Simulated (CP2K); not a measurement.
The C K edge of 2-silylpyrimidine was computed by TDDFT (CP2K XAS_TDP, aug-pc-1, TDA) at these levels: PBEh(45%), PBEh(45%) + GW2X and PBEh(60%). The first three lines of C2 (bonded to 2 N and Si) with a strength over 0.0015, energy in eV and strength:

```csv
run,first,second,third
1,286.42 (0.059),290.82 (0.016),291.31 (0.006)
2,285.25 (0.070),290.51 (0.030),291.43 (0.003)
3,281.41 (0.060),285.81 (0.016),286.31 (0.006)
```

Which run is which?

Run 1: PBEh(45%) + GW2X (45 % exact exchange). Run 2: PBEh(60%) (60 % exact exchange). Run 3: PBEh(45%) (45 % exact exchange). Self-interaction lifts the core level, so the uncorrected lines rise with the share of exact exchange. The GW2X run keeps the spacings of its parent: 4.40 eV between the first two lines in run 1, 4.40 eV in run 3. Its shift is +5.01 eV, since the Kohn–Sham level at this share of exchange lies that far above the quasiparticle level.

[Banner, clock and machine lines of the logs are left out without a mark of their own.]

[Logs are printed without paths, hosts, clocks, repeated set-up lines and the standing remarks that a program may print on its own settings, such as how far it seeks lower states.]

[Hosts, paths, dates, database ids (printed as entryN), source tags and the programs' standing remarks are cut or masked in the printed files.]
